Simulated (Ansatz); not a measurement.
## Te_O in MgO (Fm-3m): charge-transition levels and formation energies

Charge states of Te_O in MgO (Fm-3m), set against the band edges. Model: a cell of 54 host atoms with 1 O taken out and 1 Te put in.

Method: place-levels on r2SCAN runs: charge-transition levels and formation energies with image-charge correction and potential alignment at the atomic sites; PAW set soft_1, in Ansatz 0.2.0.

**What experiment says.**

For MgO, rocksalt (bulk crystal), “Electronic structure of alkaline earth and post-transition metal oxides” (2009, arxiv:0908.1581) quotes earlier work: band gap (literature experimental gap) 7.83 eV [Literature value based on experiment; other listed experimental values range from 7.7 to …].

**1. The starting structure**

The cell holds 54 atoms: 27 Mg, 26 O and 1 Te. Cell: a = 8.925 Å, b = 8.925 Å, c = 8.925 Å, α = 60.0°, β = 60.0°, γ = 60.0°. It derives from MgO (space group Fm-3m). Nearest the centre at fractional (0.500, 0.500, 0.500): Te28 at 0.00 Å, Mg51 at 2.10 Å, Mg47 at 2.10 Å, Mg35 at 2.10 Å, Mg45 at 2.10 Å, Mg29 at 2.10 Å, Mg33 at 2.10 Å, O30 at 2.98 Å.

Known beforehand: the electronic dielectric constant, 3.24, and the static one, 10.37, from a response run on this crystal (DFPT, PBEsol) at that run's own cell.

The cell's shortest repeat is 8.9 Å.

**2. Charge states**

A transition level is the Fermi level at which two charge states cost the same, so each charge needs its own total energy, at its own relaxed structure.

Random displacements of about 0.05 Å break the site symmetry at the start, so that the relaxation can reach a distorted minimum if there is one. Forces are taken at one point at (¼, ¼, ¼). The cell holds 1 electron more than the neutral one, with a uniform background that keeps it neutral on the whole. The electron count is odd, so at least one spin is unpaired; this run locks the moment at 1 μB.

The sampling was tested on the host first: at the k-points planned (1x1x1 shifted 0.25 0.25 0.25) its energy lies 0.020 eV an atom from the dense-mesh value, under the bound of 0.02 eV set for this test; that bounds the host's error, not the defect's.

One state's input; the others differ in charge, spin, start and seed, and in occupations where the table says so.

qm1_M1.relax/input.yaml reads:

```yaml
crystal:
  lattice:
    - [0.0, 6.31124291, 6.31124291]
    - [6.31124291, 0.0, 6.31124291]
    - [6.31124291, 6.31124291, 0.0]
  atoms:
    - { symbol: Mg, position: [0.0, 0.0, 0.0] }
    - { symbol: O, position: [0.16666667, 0.16666667, 0.16666667] }
[... 7 atom lines left out ...]
    - { symbol: O, position: [0.16666667, 0.5, 0.5] }
[... 1 atom line left out ...]
    - { symbol: O, position: [0.16666667, 0.5, 0.83333333] }
[... 3 atom lines left out ...]
    - { symbol: O, position: [0.16666667, 0.83333333, 0.5] }
[... 4 atom lines left out ...]
    - { symbol: Mg, position: [0.33333333, 0.0, 0.33333333] }
    - { symbol: O, position: [0.5, 0.16666667, 0.5] }
[... 1 atom line left out ...]
    - { symbol: O, position: [0.5, 0.16666667, 0.83333333] }
[... 1 atom line left out ...]
    - { symbol: O, position: [0.5, 0.5, 0.16666667] }
[... 1 atom line left out ...]
    - { symbol: Te, position: [0.5, 0.5, 0.5] }
    - { symbol: Mg, position: [0.33333333, 0.33333333, 0.66666667] }
    - { symbol: O, position: [0.5, 0.5, 0.83333333] }
[... 1 atom line left out ...]
    - { symbol: O, position: [0.5, 0.83333333, 0.16666667] }
    - { symbol: Mg, position: [0.33333333, 0.66666667, 0.33333333] }
    - { symbol: O, position: [0.5, 0.83333333, 0.5] }
    - { symbol: Mg, position: [0.33333333, 0.66666667, 0.66666667] }
[... 4 atom lines left out ...]
    - { symbol: O, position: [0.83333333, 0.16666667, 0.5] }
[... 3 atom lines left out ...]
    - { symbol: O, position: [0.83333333, 0.5, 0.16666667] }
    - { symbol: Mg, position: [0.66666667, 0.33333333, 0.33333333] }
    - { symbol: O, position: [0.83333333, 0.5, 0.5] }
    - { symbol: Mg, position: [0.66666667, 0.33333333, 0.66666667] }
[... 3 atom lines left out ...]
    - { symbol: Mg, position: [0.66666667, 0.66666667, 0.33333333] }
[... 2 atom lines left out ...]
    - { symbol: O, position: [0.83333333, 0.83333333, 0.83333333] }
  host:
    repeats: [3, 3, 3]
    atoms:
      - { symbol: Mg, position: [0.0, 0.0, 0.0] }
      - { symbol: O, position: [0.5, 0.5, 0.5] }
total_charge: -1
basis:
  ecutwfc: 500
  xc_grid: 2
hamiltonian:
  xc: r2scan
  pseudopotentials: { kind: paw, azcp: { folder: soft_1 } }
kpoints:
  mp_grid: { grid: [1, 1, 1], shift: [0.25, 0.25, 0.25] }
magnetization:
  spin_polarized: true
  initial_magnetization: 1
  spin_locking: { lock_magnetization: hard }
scf:
  occupations: { method: fixed }
  max_iter: 60
output:
  forces: true
  charged_corrections:
    epsilon: 3.24
    static_epsilon: 10.37
    defect_position: [0.5, 0.5, 0.5]
relax:
  f_tol: 0.02
  max_steps: 80
  random_displacement: { amplitude: 0.05, seed: 9762 }
checkpoint:
  write: "../qm1_M1.relax.run"
  compress: false
  write_wavefunctions: true
  write_every: 100000
```

Launch:

```sh
ansatz run input.yaml --threads 4 --pin off --max-ram 7536MiB --backend cpu --events-out ev --progress --plain --runs-dir out
```

Defect states can disperse in a cell of this size, so the energy is taken again at a 2×2×2 shifted mesh, on the relaxed structure.

The run of this state that the levels use, under r2SCAN:

qm1_M1.point/input.yaml reads:

```yaml
crystal:
  checkpoint: "../qm1_M1.relax.run"
  host: checkpoint
total_charge: -1
basis:
  ecutwfc: 500
  xc_grid: 2
hamiltonian:
  xc: r2scan
  pseudopotentials: { kind: paw, azcp: { folder: soft_1 } }
kpoints:
  mp_grid: { grid: [2, 2, 2], shift: [0.5, 0.5, 0.5] }
magnetization:
  spin_polarized: true
  initial_magnetization: 1
  spin_locking: { lock_magnetization: hard }
scf:
  occupations: { method: fermi_dirac, width: 0.01 }
  max_iter: 60
output:
  forces: true
  eigenvalues: true
  charged_corrections:
    epsilon: 3.24
    static_epsilon: 10.37
    defect_position: [0.5, 0.5, 0.5]
  eigenstates: { localisation: true }
  populations: true
  efg: {}
  band_densities: [{ bands: [v1, v1] }, { bands: [c1, c1] }]
  write_density: true
  write_potential: true
  volumetric_format: npy
checkpoint:
  read: "../qm1_M1.relax.run"
  write: "../qm1_M1.point.run"
  compress: false
  write_wavefunctions: false
  write_every: 100000
```

Relaxations under r2SCAN at one point at (¼, ¼, ¼); times on 4 threads of Arm Neoverse V1, shared host:

| charge | moment (μB) | occupations | outcome | steps | largest displacement against the far atoms (Å) | time |
| --- | --- | --- | --- | --- | --- | --- |
| −1 | 1 | fixed | converged | 6 | 0.28 | 2.8 min |
| 0 | 0 | fixed | converged | 7 | 0.28 | 81 s |
| +1 | 1 | fixed | converged | 7 | 0.32 | 4.8 min |

Single points under r2SCAN at a 2×2×2 shifted mesh; times on 4 threads of Arm Neoverse V1, shared host:

| charge | moment (μB) | occupations | outcome | time |
| --- | --- | --- | --- | --- |
| −1 | 1 | fermi-dirac | converged | 2.9 min |
| 0 | 0 | fermi-dirac | converged | 74 s |
| +1 | 1 | fermi-dirac | converged | 3.3 min |

Distances (Å) from Te28 to the nearest atoms after relaxation with r2SCAN:

| charge | moment (μB) | 1. | 2. | 3. | 4. | 5. | 6. |
| --- | --- | --- | --- | --- | --- | --- | --- |
| −1 | 1 | Mg 2.39 | Mg 2.39 | Mg 2.39 | Mg 2.39 | Mg 2.39 | Mg 2.39 |
| 0 | 0 | Mg 2.38 | Mg 2.38 | Mg 2.38 | Mg 2.38 | Mg 2.38 | Mg 2.38 |
| +1 | 1 | Mg 2.41 | Mg 2.41 | Mg 2.41 | Mg 2.41 | Mg 2.41 | Mg 2.42 |

**3. Levels against the band edges, r2SCAN**

A charged cell interacts with its images and the background, and its potential has another zero than the host's. place-levels removes the first by a point-charge model, screened by the static dielectric constant since the ions have relaxed around the charge, and the second by comparing potentials at atoms far from the defect.

The host is a run of the defect-free crystal in the same cutoffs, grids and k-points, so that basis and sampling errors cancel in part in the differences. The host is run in a cell of 2 atoms on a matching mesh. Its band edges are searched through the zone by a band path, so the gap is smaller than, or equal to, that on the mesh. Chemical potentials are energies per atom of O (O2 molecule) and Te (trigonal tellurium), run with the same functional and cutoff.

levels.point.yaml reads:

```yaml
host:
  run: host.point.run
states: [qm1_M1.point.run, q0.point.run, qp1_M1.point.run]
geometry_from:
  qm1_M1.point.run: qm1_M1.relax.run
  q0.point.run: q0.relax.run
  qp1_M1.point.run: qp1_M1.relax.run
chemical_potentials:
  O:
    energy: -565.989614
    dataset: <sha256 of the dataset>
  Te:
    energy: -6994.903559
    dataset: <sha256 of the dataset>
epsilon: 3.24
static_epsilon: 10.37
vertical:
  - { from: qm1_M1.point.run, to: qm1_M1.point_neutral.run }
  - { from: qp1_M1.point.run, to: qp1_M1.point_neutral.run }
```

Launch:

```sh
ansatz place-levels levels.point.yaml -- --threads 4 --pin off --max-ram 7536MiB
```

Numbers of over 12 decimals in the logs are rounded to 6 here.

The log of the run:

```text
[... repeated set-up lines and file paths are left out, and long positions are rounded to six places ...]
(+1/0) 1.335 eV above the valence edge, 4.343 eV under the conduction edge
(0/-1) 5.722 eV above the valence edge (+7.045 eV without the band-filling correction), in the conduction band
formation energy of charge +1: +11.910 eV with the Fermi level at the valence edge
formation energy of charge 0: +13.245 eV with the Fermi level at the valence edge
formation energy of charge -1: +18.967 eV with the Fermi level at the valence edge
vertical -1 to 0: no energy, since no alignment is typed
  the change from vertical[0].from (qm1_M1.point.run) to vertical[0].to (qm1_M1.point_neutral.run): by its potential at epsilon 3.24 it stands at 0.000 0.000 1.000, with an rms radius of about 4.2 Å (2.4 2.4 2.4 Å across the planes of the cell's vectors); [...]
vertical +1 to 0: no energy, since no alignment is typed
  the change from vertical[1].from (qp1_M1.point.run) to vertical[1].to (qp1_M1.point_neutral.run): by its potential at epsilon 3.24 it stands at 0.500 0.500 0.500, with an rms radius of about 2.0 Å (0.9 0.9 1.5 Å across the planes of the cell's vectors); [...]
  edges by r2scan, gap 5.678 eV; the host is sampled to repeats of 17.85 Å
  the defect's cells are sampled to repeats of 17.85 Å, like sampling
  charge +1: -73879.3980 eV with its correction of +0.911 eV, at epsilon 10.37, aligned at sites: +0.6586 eV, mean over 21 atomic sites at or beyond 4.46 Å from the defect at [0.5000, 0.5000, 0.5000], with -0.000000 for the charge's moments and without [...]
  charge 0: +0.000 eV for its dipole among its images, +0.000 omitted
  charge -1: -73855.6484 eV with its correction of -0.503 eV, at epsilon 10.37, aligned at sites: +0.7549 eV, mean over 21 atomic sites at or beyond 4.46 Å from the defect at [0.5000, 0.5000, 0.5000], with +0.000000 for the charge's moments and without [...]
  of states[2] (qp1_M1.point.run): it parts from the run at its places by a charge that spreads by about 1.5 Å along one vector (1.3 Å or more is wide), by its potential at epsilon 3.24, taken for that of held ions (one typed too small widens it), where the [...]
  of states[1] (q0.point.run): its alignment with the host at atomic sites is doubtful: the cell is too small to show whether the defect's potential has decayed: take a larger one
  of states[0] (qm1_M1.point.run): it parts from the run at its places by a charge that spreads by about 2.4 Å along one vector (1.3 Å or more is wide), by its potential at epsilon 3.24, taken for that of held ions (one typed too small widens it), where the [...]
  of vertical[0].from (qm1_M1.point.run): its moments are held at its close (magnetization.spin_locking), by a field of 0.407 eV a Bohr magneton, and its energy and levels are of the state that this holds: a run that lets them go can end lower; [...]
  of vertical[1].from (qp1_M1.point.run): stability_check_not_made; [...]
```

Run time: 0.35 s. Hardware: 4 threads of Arm Neoverse V1, shared host.

Levels between the charges placed, in eV above the valence top:

|  | gap (eV) | (+1/0) | (0/−1) |
| --- | --- | --- | --- |
| r2SCAN | 5.68 | 1.34 | 5.72 |

Corrections by state:

| charge | moment (μB) | image terms and alignment (eV) | band filling (eV) | ε used | over the lowest of its charge, as the program ranks them, band filling apart (eV) |
| --- | --- | --- | --- | --- | --- |
| +1 | 1.0 | 0.911 | - | 10.37 | 0.000 |
| 0 | 0.0 | 0.000 | - | - | 0.000 |
| −1 | 1.0 | -0.503 | -1.324 | 10.37 | 0.000 |

The charged structures listed were also run neutral, and place-levels reads from each pair, by the potential or the spins, how wide the charge is by which they differ; that can be the carrier of either run.

| charge | rms radius (Å) | spread where it is widest against the cell (Å) | wide from (Å) | reading |
| --- | --- | --- | --- | --- |
| +1 | 2.0 | 1.52 | 1.26 | wide |
| −1 | 4.2 | 2.43 | 1.26 | wide |

The neutral runs of these pairs need not share the spin of the lowest neutral state, and very wide values only mean spread over the cell.

From the program's caveats on the states, each cut to its opening words:

- charge +1 (1 μB): it parts from the run at its places by a charge that spreads by about 1.5 Å along one vector (1.3 Å or more is wide), by its potential at epsilon 3.24, taken [...]
- charge +1 (1 μB), 0, −1 (1 μB): its alignment with the host at atomic sites is doubtful: the cell is too small to show whether the defect's potential has decayed: take a larger one
- charge +1 (1 μB): the host's ions (past the first shell or, of a walk that freed a part, those that it held) aren't shown at rest: they stand up to 0.079 Å off their sites, 1.47 [...]
- charge +1 (1 μB), −1 (1 μB): flagged: stability check not made
- charge −1 (1 μB): it parts from the run at its places by a charge that spreads by about 2.4 Å along one vector (1.3 Å or more is wide), by its potential at epsilon 3.24, taken [...]
- charge −1 (1 μB): a band-filling correction moves a carrier to the host's band edge, which changes its energy by -1.324 eV
- charge −1 (1 μB): its moments are held at its close (magnetization.spin_locking), by a field of 0.407 eV a Bohr magneton, and its energy and levels are of the state that this [...]

The host's formation energy from the elements is -2.963 eV per atom; it sets how far the chemical potentials can move.

Limit set by the element alone; other compounds of these elements are not counted. Chemical potentials from the elements' reference states: Mg 0.00 eV, O -5.93 eV, Te 0.00 eV. Formation energy by charge state (Mg-rich; gap 5.68 eV):

| charge | at valence top (eV) | at conduction bottom (eV) | correction included (eV) |
| --- | --- | --- | --- |
| +1 | 5.98 | 11.66 | 0.91 |
| 0 | 7.32 | 7.32 | 0.00 |
| −1 | 13.04 | 7.36 | -1.83 |

(Fermi level (eV), lowest formation energy (eV)): (0.00, 5.98), (0.52, 6.50), (1.03, 7.02), (1.55, 7.32), (2.06, 7.32), (2.58, 7.32), (3.10, 7.32), (3.61, 7.32), (4.13, 7.32), (4.65, 7.32), (5.16, 7.32), (5.68, 7.32)

Limit set by the element alone; other compounds of these elements are not counted. Chemical potentials from the elements' reference states: O 0.00 eV, Mg -5.93 eV, Te 0.00 eV. Formation energies (O-rich), with the Fermi level at the valence top and at the conduction bottom (gap 5.68 eV):

| charge | at valence top (eV) | at conduction bottom (eV) | correction included (eV) |
| --- | --- | --- | --- |
| +1 | 11.91 | 17.59 | 0.91 |
| 0 | 13.25 | 13.25 | 0.00 |
| −1 | 18.97 | 13.29 | -1.83 |

| Fermi level (eV) | lowest formation energy (eV) |
| --- | --- |
| 0.00 | 11.91 |
| 0.52 | 12.43 |
| 1.03 | 12.94 |
| 1.55 | 13.25 |
| 2.06 | 13.25 |
| 2.58 | 13.25 |
| 3.10 | 13.25 |
| 3.61 | 13.25 |
| 4.13 | 13.25 |
| 4.65 | 13.25 |
| 5.16 | 13.25 |
| 5.68 | 13.25 |

**4. The same at the relaxations' own k-points**

The relaxations' own energies give the levels at their sampling, for comparison.

levels.relax_mesh.yaml reads:

```yaml
host:
  run: host.relax.run
states: [qm1_M1.relax.run, q0.relax.run, qp1_M1.relax.run]
chemical_potentials:
  O:
    energy: -565.989614
    dataset: <sha256 of the dataset>
  Te:
    energy: -6994.903559
    dataset: <sha256 of the dataset>
```

Launch:

```sh
ansatz place-levels levels.relax_mesh.yaml -- --threads 4 --pin off --max-ram 7536MiB
```

The log of the run:

```text
(+1/0) 1.494 eV above the valence edge, 4.165 eV under the conduction edge
[...]
formation energy of charge +1: +11.955 eV with the Fermi level at the valence edge
formation energy of charge 0: +13.449 eV with the Fermi level at the valence edge
formation energy of charge -1: +19.156 eV with the Fermi level at the valence edge
  edges by r2scan, gap 5.659 eV; the host is sampled to repeats of 8.93 Å
[... the lines on each state left out ...]
```

Run time: 0.12 s. Hardware: 4 threads.

Levels between neighbouring charges, in eV above the valence top:

|  | gap (eV) | (+1/0) | (0/−1) |
| --- | --- | --- | --- |
| one point at (¼, ¼, ¼) | 5.66 | 1.49 | 5.71 |
| a 2×2×2 shifted mesh | 5.68 | 1.34 | 5.72 |

Going from one point at (¼, ¼, ¼) to a 2×2×2 shifted mesh moves the levels that carry no band-filling term by up to 0.16 eV and formation energies against the elements by up to 0.20 eV; band-filling terms, which differ between samplings, are in these energies.

**5. Outcome**

| Quantity | Value |
| --- | --- |
| gap of the host | 5.68 eV (r2SCAN) |
| level (plus 1/0) | 1.34 eV above the valence top |
| level (0/minus 1) | 5.72 eV above the valence top, past the conduction bottom (7.05 eV above the valence top without the band-filling term) |
| lowest of the charges placed, just above the valence top (0.02 eV) | +1 |
| lowest of the charges placed, just below the conduction bottom (0.02 eV) | 0 |
| lowest formation energy at mid-gap of the charges run, Mg-rich | 7.32 eV |
| lowest formation energy at mid-gap of the charges run, O-rich | 13.25 eV |

In words: Of the charges placed (−1, 0 and +1), the lowest changes at 1.34 eV (+1/0) above the valence top, in a gap of 5.68 eV. Charges above +1 were not placed, so these runs say nothing of levels that involve them. States placed: +1 at 1 μB; 0 at 0 μB; −1 at 1 μB. Other spin states or structures, where not listed, weren't placed. The program finds carriers beyond a band edge of the host and adds a band-filling term at charge −1 (-1.32 eV); steps to such a charge show no bound level, and a defect level inside a band would be read the same way. Te is taken at its element; compounds, which aren't counted here, bound the chemical potentials and would shift these formation energies. Going from one point at (¼, ¼, ¼) to a 2×2×2 shifted mesh moves the levels that carry no band-filling term by up to 0.16 eV and formation energies against the elements by up to 0.20 eV; band-filling terms, which differ between samplings, are in these energies. The program doubts the alignment of potentials for at least one state, a sign that the cell is small. Keep in mind: the images are only 8.9 Å apart; r2SCAN makes the gap too small and tends to spread out bound carriers; where a gas molecule sets a chemical potential or the host's formation energy, its binding is uncorrected; spin–orbit coupling, which can matter with heavy atoms, is left out; force components of up to 0.18 eV/Å remain in a run at the final settings.

Comparison with the measured values:

```
                             quantity  measured           r2SCAN
band gap (least gap of the host) (eV)      7.83  5.68 (-2.15 eV)
```

Measured values from arxiv:0908.1581 (2009).

Verdict: The band gap is off by -2.15 eV: a clear miss. Local and semilocal functionals usually give gaps below the measured ones. Zero-point and thermal motion shift the measured gap.

[Logs are printed without paths, hosts, clocks, repeated set-up lines and the standing remarks that a program may print on its own settings, such as how far it seeks lower states.]

[Hosts, paths, dates, database ids (printed as entryN), source tags and the programs' standing remarks are cut or masked in the printed files.]

[Where a table of states has a column of steps, it counts the stored structures, which are thinned; the runs took as many ionic steps or more.]

[A defect's name tells the site on which it was built; relaxed atoms can leave that site.]

[For some hosts the program warned that the k-mesh of the response run may be too coarse for force constants and the static dielectric constant; such warnings are not shown here.]
